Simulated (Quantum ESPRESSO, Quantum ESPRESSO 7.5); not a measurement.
## 1T-SnSe2, 1 layer: a series in biaxial strain

Wanted: a table for 1T-SnSe2, 1 layer against biaxial strain, and what can be fitted to it.

Main program and level: Quantum ESPRESSO 7.5; plane-wave DFT, PBE, GBRV ultrasoft pseudopotentials.

**1. Starting point**

The cell holds 3 atoms: 2 Se and 1 Sn. Its edges and angles: a = 3.870 Å, b = 3.870 Å, c = 17.110 Å, α = 90.0°, β = 90.0°, γ = 120.0°. It derives from SnSe2. Vacuum lies along c.

As a file:

```cif
data_structure
_symmetry_space_group_name_H-M 'P 1'
_symmetry_Int_Tables_number 1
_cell_length_a 3.8700
_cell_length_b 3.8700
_cell_length_c 17.1105
_cell_angle_alpha 90.000
_cell_angle_beta 90.000
_cell_angle_gamma 120.000
_cell_volume 221.93
loop_
_atom_site_label
_atom_site_type_symbol
_atom_site_fract_x
_atom_site_fract_y
_atom_site_fract_z
_atom_site_occupancy
Se1 Se 0.66667 0.33333 0.43833 1
Sn2 Sn 0.00000 0.00000 0.50000 1
Se3 Se 0.33333 0.66667 0.56167 1
```

Set-up: Cell and atoms are first relaxed; each strained cell is then held and the atoms relax in it. A periodic run with 15 Å of vacuum in the starting cell gives the vacuum levels, and bands follow along a path.

Members -2, -1, 0, 1 and 2 took the same steps and show in the table alone.

**2. Relaxing cell and ions of the reference**

What the set-up leaves free in this member is relaxed.

The input, ref.relax.in:

```
&control
  prefix = 'ref.relax'
  outdir = './out'
  pseudo_dir = './pseudo'
  nstep = 80
  forc_conv_thr = 0.0004
  calculation = 'vc-relax'
  etot_conv_thr = 1e-06
/
&system
  ibrav = 0
  nat = 3
  ntyp = 2
  ecutwfc = 50
  ecutrho = 250
  occupations = 'smearing'
  smearing = 'fd'
  degauss = 0.004
/
&electrons
  conv_thr = 1e-09
  mixing_beta = 0.4
  electron_maxstep = 120
  mixing_mode = 'plain'
/
&ions
/
&cell
  cell_dofree = '2Dxy'
  press_conv_thr = 0.3
/
ATOMIC_SPECIES
  Se  78.9710  se_pbe_v1.uspp.F.UPF
  Sn  118.7100  sn_pbe_v1.4.uspp.F.UPF
CELL_PARAMETERS angstrom
  3.87000000000000 0.00000000000000 0.00000000000000
  -1.93500000000000 3.35151831264578 0.00000000000000
  0.00000000000000 0.00000000000000 17.11048904285239
ATOMIC_POSITIONS crystal
  Se  0.666666666700 0.333333333300 0.438327623554
  Sn  0.000000000000 0.000000000000 0.500000000000
  Se  0.333333333300 0.666666666700 0.561672376446
K_POINTS automatic
  12 12 1 0 0 0
```

Run with:

```sh
OMP_NUM_THREADS=1 mpirun -n 4 pw.x -nk 4 -in ref.relax.in > ref.relax.out
```

The log of the run:

```text
Program PWSCF v.7.5 starts
[citation notice left out]

     Parallel version (MPI & OpenMP), running on       4 processor cores
     Number of MPI processes:                 4
     Threads/MPI process:                     1

     MPI processes distributed on     1 nodes
[...]
Current dimensions of program PWSCF are:
     Max number of different atomic species (ntypx) = 10
     Max number of k-points (npk) =  40000
     Max angular momentum in pseudopotentials (lmaxx) =  4
     Message from routine setup:
     using ibrav=0 with symmetry is DISCOURAGED, use correct ibrav instead

     K-points division:     npool     =       4
     Subspace diagonalization in iterative solution of the eigenvalue problem:
     a serial algorithm will be used

     G-vector sticks info
     --------------------
     sticks:   dense  smooth     PW     G-vecs:    dense   smooth      PW
     Sum         925     745    211               100147    71641   11269

     Using Slab Decomposition

     bravais-lattice index     =            0
     lattice parameter (alat)  =       7.3132  a.u.
     unit-cell volume          =    1497.6543 (a.u.)^3
     number of atoms/cell      =            3
     number of atomic types    =            2
     number of electrons       =        26.00
     number of Kohn-Sham states=           17
     kinetic-energy cutoff     =      50.0000  Ry
     charge density cutoff     =     250.0000  Ry
     scf convergence threshold =      1.0E-09
     mixing beta               =       0.4000
     number of iterations used =            8  plain     mixing
     energy convergence thresh.=      1.0E-06
     force convergence thresh. =      4.0E-04
     press convergence thresh. =      3.0E-01
     Exchange-correlation=  SLA  PW   PBX  PBC
                           (   1   4   3   4   0   0   0)
     nstep                     =           80

     celldm(1)=   7.313240  celldm(2)=   0.000000  celldm(3)=   0.000000
     celldm(4)=   0.000000  celldm(5)=   0.000000  celldm(6)=   0.000000

     crystal axes: (cart. coord. in units of alat)
               a(1) = (   1.000000   0.000000   0.000000 )
               a(2) = (  -0.500000   0.866025   0.000000 )
               a(3) = (   0.000000   0.000000   4.421315 )

     reciprocal axes: (cart. coord. in units 2 pi/alat)
               b(1) = (  1.000000  0.577350 -0.000000 )
               b(2) = (  0.000000  1.154701  0.000000 )
               b(3) = (  0.000000 -0.000000  0.226177 )

     PseudoPot. # 1 for Se read from file:
     ./pseudo/se_pbe_v1.uspp.F.UPF
     Pseudo is Ultrasoft + core correction, Zval =  6.0
     Generated by new atomic code, or converted to UPF format
     Using radial grid of  877 points,  6 beta functions with:
                l(1) =   0
                l(2) =   0
                l(3) =   1
                l(4) =   1
                l(5) =   2
                l(6) =   2
     Q(r) pseudized with  8 coefficients,  rinner =    1.300   1.300   1.300
                                                       1.300   1.300

     PseudoPot. # 2 for Sn read from file:
     ./pseudo/sn_pbe_v1.4.uspp.F.UPF
     Pseudo is Ultrasoft + core correction, Zval = 14.0
     Generated by new atomic code, or converted to UPF format
     Using radial grid of  891 points,  6 beta functions with:
                l(1) =   0
                l(2) =   0
                l(3) =   1
                l(4) =   1
                l(5) =   2
                l(6) =   2
     Q(r) pseudized with  8 coefficients,  rinner =    1.350   1.350   1.350
                                                       1.350   1.350

     atomic species   valence    mass     pseudopotential
     Se                6.00    78.97100     Se( 1.00)
     Sn               14.00   118.71000     Sn( 1.00)

     12 Sym. Ops., with inversion, found

   Cartesian axes

     site n.     atom                  positions (alat units)
         1        Se     tau(   1) = (   0.5000000   0.2886751   1.9379845  )
         2        Sn     tau(   2) = (   0.0000000   0.0000000   2.2106575  )
         3        Se     tau(   3) = (  -0.0000000   0.5773503   2.4833305  )

     number of k points=    19  Fermi-Dirac smearing, width (Ry)=  0.0040
                       cart. coord. in units 2pi/alat
        k(    1) = (   0.0000000   0.0000000   0.0000000), wk =   0.0138889
        k(    2) = (   0.0000000   0.0962250   0.0000000), wk =   0.0833333
        k(    3) = (   0.0000000   0.1924501   0.0000000), wk =   0.0833333
        k(    4) = (   0.0000000   0.2886751   0.0000000), wk =   0.0833333
        k(    5) = (   0.0000000   0.3849002   0.0000000), wk =   0.0833333
        k(    6) = (   0.0000000   0.4811252   0.0000000), wk =   0.0833333
        k(    7) = (   0.0000000  -0.5773503   0.0000000), wk =   0.0416667
        k(    8) = (   0.0833333   0.1443376   0.0000000), wk =   0.0833333
        k(    9) = (   0.0833333   0.2405626   0.0000000), wk =   0.1666667
        k(   10) = (   0.0833333   0.3367877   0.0000000), wk =   0.1666667
[...]
k(   19) = (   0.3333333   0.5773503   0.0000000), wk =   0.0277778

     Dense  grid:   100147 G-vectors     FFT dimensions: (  40,  40, 180)

     Smooth grid:    71641 G-vectors     FFT dimensions: (  36,  36, 150)

     Estimated max dynamical RAM per process >     167.98 MB

     Estimated total dynamical RAM >     598.56 MB

     Initial potential from superposition of free atoms

     starting charge      24.9998, renormalised to      26.0000

     negative rho (up, down):  1.963E-04 0.000E+00
     Starting wfcs are   17 randomized atomic wfcs

     total cpu time spent up to now is        1.6 secs

     per-process dynamical memory:    81.0 Mb

     Self-consistent Calculation

     iteration #  1     ecut=    50.00 Ry     beta= 0.40
     Davidson diagonalization with overlap
     ethr =  1.00E-02,  avg # of iterations =  5.5

     negative rho (up, down):  7.742E-05 0.000E+00

     total cpu time spent up to now is        3.9 secs

     total energy              =    -246.20540376 Ry
     estimated scf accuracy    <       0.55137616 Ry

     iteration #  2     ecut=    50.00 Ry     beta= 0.40
[...]
negative rho (up, down):  1.458E-04 0.000E+00

[...]
total energy              =    -246.30203071 Ry
     estimated scf accuracy    <       0.03968242 Ry

     iteration #  3     ecut=    50.00 Ry     beta= 0.40
[...]
negative rho (up, down):  2.100E-04 0.000E+00

[...]
total cpu time spent up to now is       59.2 secs

     total energy              =    -246.47366930 Ry
     estimated scf accuracy    <       0.00164928 Ry

[...]
iteration #  8     ecut=    50.00 Ry     beta= 0.40
[...]
negative rho (up, down):  3.234E-04 0.000E+00

[...]
End of self-consistent calculation

[...]
the Fermi energy is    -1.5417 ev

!    total energy              =    -246.47391103 Ry
     estimated scf accuracy    <          1.5E-10 Ry
     smearing contrib. (-TS)   =      -0.00000348 Ry
     internal energy E=F+TS    =    -246.47390754 Ry

     The total energy is F=E-TS. E is the sum of the following terms:
     one-electron contribution =    -637.91603661 Ry
     hartree contribution      =     325.78247461 Ry
     xc contribution           =    -102.58604724 Ry
     ewald contribution        =     168.24570169 Ry

     convergence has been achieved in   8 iterations

     negative rho (up, down):  3.234E-04 0.000E+00

     Forces acting on atoms (cartesian axes, Ry/au):

     atom    1 type  1   force =     0.00000000   -0.00000000   -0.08408095
     atom    2 type  2   force =     0.00000000   -0.00000000    0.00000000
     atom    3 type  1   force =    -0.00000000   -0.00000000    0.08408095

     Total force =     0.118908     Total SCF correction =     0.000017

     Computing stress (Cartesian axis) and pressure

     negative rho (up, down):  3.234E-04 0.000E+00
          total   stress  (Ry/bohr**3)                   (kbar)     P=       23.15
   0.00011781  -0.00000000   0.00000000           17.33       -0.00        0.00
  -0.00000000   0.00011781   0.00000000           -0.00       17.33        0.00
   0.00000000   0.00000000   0.00023649            0.00        0.00       34.79

     Energy error            =      6.1E-02 Ry
     Gradient error          =      8.4E-02 Ry/Bohr
     Cell gradient error     =      1.7E+01 kbar

     number of scf cycles    =   3
     number of bfgs steps    =   2

     enthalpy           old  =    -246.4125077799 Ry
     enthalpy           new  =    -246.4739110253 Ry

     CASE: enthalpy          _new < enthalpy          _old

     new trust radius        =       0.2949400048 bohr
     new conv_thr            =       0.0000000010 Ry

     new unit-cell volume =   1646.90541 a.u.^3 (   244.04620 Ang^3 )
     density =      1.88240 g/cm^3

CELL_PARAMETERS (angstrom)
   4.058256576   0.000000000   0.000000000
  -2.029128288   3.514553290   0.000000000
   0.000000000   0.000000000  17.110489043

ATOMIC_POSITIONS (crystal)
Se               0.6666666667        0.3333333333        0.4158759301
Sn               0.0000000000       -0.0000000000        0.5000000000
Se               0.3333333333        0.6666666667        0.5841240699

[...]
NEW-OLD atomic charge density approx. for the potential
     New effective cutoffs (rho, wfc):  248.64   49.88

     negative rho (up, down):  5.414E-04 0.000E+00

     total cpu time spent up to now is       78.1 secs

     per-process dynamical memory:    88.9 Mb

[...]
!    total energy              =    -246.50680982 Ry
[...]
Total force =     0.037921     Total SCF correction =     0.000048
[...]
number of bfgs steps    =   3
[...]
new trust radius        =       0.1015017764 bohr
[...]
!    total energy              =    -246.51024635 Ry
[...]
Total force =     0.015154     Total SCF correction =     0.000015
[...]
number of bfgs steps    =   4
[...]
new trust radius        =       0.0645913797 bohr
[...]
!    total energy              =    -246.51218478 Ry
[...]
Total force =     0.003112     Total SCF correction =     0.000010
[...]
number of bfgs steps    =   5
[...]
new trust radius        =       0.0710505177 bohr
[...]
!    total energy              =    -246.51497470 Ry
[...]
Total force =     0.008014     Total SCF correction =     0.000010
[...]
number of bfgs steps    =   6
[...]
new trust radius        =       0.1065757765 bohr
[...]
!    total energy              =    -246.51852814 Ry
[...]
Total force =     0.016726     Total SCF correction =     0.000012
[...]
number of bfgs steps    =   7
[...]
new trust radius        =       0.1598636647 bohr
[...]
!    total energy              =    -246.52212832 Ry
[...]
Total force =     0.019227     Total SCF correction =     0.000027
[...]
number of bfgs steps    =   8
[...]
new trust radius        =       0.0975139961 bohr
[...]
!    total energy              =    -246.52354194 Ry
[...]
Total force =     0.008799     Total SCF correction =     0.000004
[...]
number of bfgs steps    =   9
[...]
new trust radius        =       0.0299117926 bohr
[...]
!    total energy              =    -246.52374901 Ry
[...]
Total force =     0.001095     Total SCF correction =     0.000000
[...]
number of bfgs steps    =  10
[...]
new trust radius        =       0.0063595163 bohr
[...]
Self-consistent Calculation

     iteration #  1     ecut=    50.00 Ry     beta= 0.40
     Davidson diagonalization with overlap
     ethr =  1.00E-06,  avg # of iterations =  3.0

     Threshold (ethr) on eigenvalues was too large:
     Diagonalizing with lowered threshold

     Davidson diagonalization with overlap
     ethr =  6.94E-09,  avg # of iterations =  6.5

     negative rho (up, down):  2.321E-04 0.000E+00

     total cpu time spent up to now is      257.7 secs

     total energy              =    -246.52375542 Ry
     estimated scf accuracy    <       0.00000153 Ry

[...]
iteration #  7     ecut=    50.00 Ry     beta= 0.40
[...]
negative rho (up, down):  2.330E-04 0.000E+00

[...]
End of self-consistent calculation

          k = 0.0000 0.0000 0.0000 (  8911 PWs)   bands (ev):

   -22.7302 -22.7302 -22.6944 -22.6849 -22.6849 -14.9884 -13.7133  -7.2004
    -2.7021  -2.0189  -2.0189  -1.6409  -1.6409  -0.0303   1.5267   3.0279
     3.0279

          k = 0.0000 0.0969 0.0000 (  8933 PWs)   bands (ev):

   -22.7325 -22.7276 -22.6926 -22.6871 -22.6851 -14.9237 -13.6681  -7.2150
    -2.6885  -2.6281  -2.2489  -2.0015  -1.5767   0.3506   1.9636   2.8598
     3.1853

          k = 0.0000 0.1938 0.0000 (  8948 PWs)   bands (ev):

   -22.7393 -22.7209 -22.6926 -22.6870 -22.6849 -14.7344 -13.5432  -7.2939
    -3.6904  -2.8057  -2.6683  -2.5111  -1.5776   0.6191   2.2664   3.3311
     3.5530

          k = 0.0000 0.2907 0.0000 (  8922 PWs)   bands (ev):

   -22.7498 -22.7132 -22.6982 -22.6827 -22.6794 -14.4379 -13.3719  -7.5253
    -4.6146  -3.4343  -3.0902  -2.4102  -1.6683   0.2368   2.4875   3.8749
     3.9026

          k = 0.0000 0.3875 0.0000 (  8946 PWs)   bands (ev):

   -22.7614 -22.7085 -22.7034 -22.6780 -22.6718 -14.0720 -13.2132  -7.9329
    -5.2944  -3.7939  -3.4336  -2.3085  -1.7838  -0.2990   2.5818   3.8071
     4.0854

          k = 0.0000 0.4844 0.0000 (  8938 PWs)   bands (ev):

   -22.7701 -22.7068 -22.7068 -22.6726 -22.6659 -13.7129 -13.1410  -8.3397
    -5.7299  -3.8712  -3.6543  -2.2829  -1.8724  -0.6814   2.5405   3.7197
     4.1348

[...]
k = 0.0839 0.2422 0.0000 (  8938 PWs)   ban
[key lines of the parts left out:]
total energy              =    -246.52375544 Ry
the Fermi energy is    -1.1437 ev
convergence has been achieved in   7 iterations
```

Elapsed: 5.3 min, on 4 MPI ranks of Arm Neoverse V1, shared host; peak memory 0.73 GiB.

The steps of the relaxation:

```csv
step,energy less that of the first step (eV),largest force (eV/Å),volume (Å³)
1,0.0000,5.2771,221.93
2,-1.3713,3.5729,230.23
3,-2.2067,2.1618,237.32
4,-2.6543,0.6894,244.05
5,-2.7011,0.2755,244.63
6,-2.7275,0.0566,243.23
7,-2.7654,0.1457,239.53
8,-2.8138,0.3041,233.22
9,-2.8628,0.3496,223.92
10,-2.8820,0.1600,218.34
11,-2.8848,0.0199,218.56
12,-2.8849,0.0002,218.92
13,-2.8849,0.0002,218.92
14,-2.8796,0.0001,218.92
```

```csv
cell as run,before,after,change
a (Å),3.870,3.844,-0.7 %
b (Å),3.870,3.844,-0.7 %
```

The atoms that moved most (Å, along periodic axes as changes of fractional coordinates times the final cell, across vacuum about the mean position):

```csv
atom,dx,dy,dz,length
Se3,0.000,0.000,0.548,0.548
Se1,0.000,0.000,-0.548,0.548
```

Final coordinates:

```xyz
3
Lattice="3.8437 0.0000 0.0000 -1.9218 3.3287 0.0000 0.0000 0.0000 17.1105" Properties=species:S:1:pos:R:3
Se    1.9218    1.1096    6.9516
Sn    0.0000    0.0000    8.5552
Se    0.0000    2.2192   10.1589
```

 The last row is no step: it is a fresh SCF in the final cell with a new plane-wave basis, +5 meV from the row before.

Read from the output:

| Property | Result |
| --- | --- |
| free energy | -3354.1213 eV |
| Fermi energy | -1.157 eV |

(Part 1 of 6 ends here.)

[Logs are printed without paths, hosts, clocks, repeated set-up lines and the standing remarks that a program may print on its own settings, such as how far it seeks lower states.]

[Hosts, paths, dates, database ids (printed as entryN), source tags and the programs' standing remarks are cut or masked in the printed files.]

[Maps of the electrostatic potential energy from Ansatz leave out the sawtooth potential of an applied field or a dipole correction, so their vacuum need not be flat; planar profiles and work functions include it.]
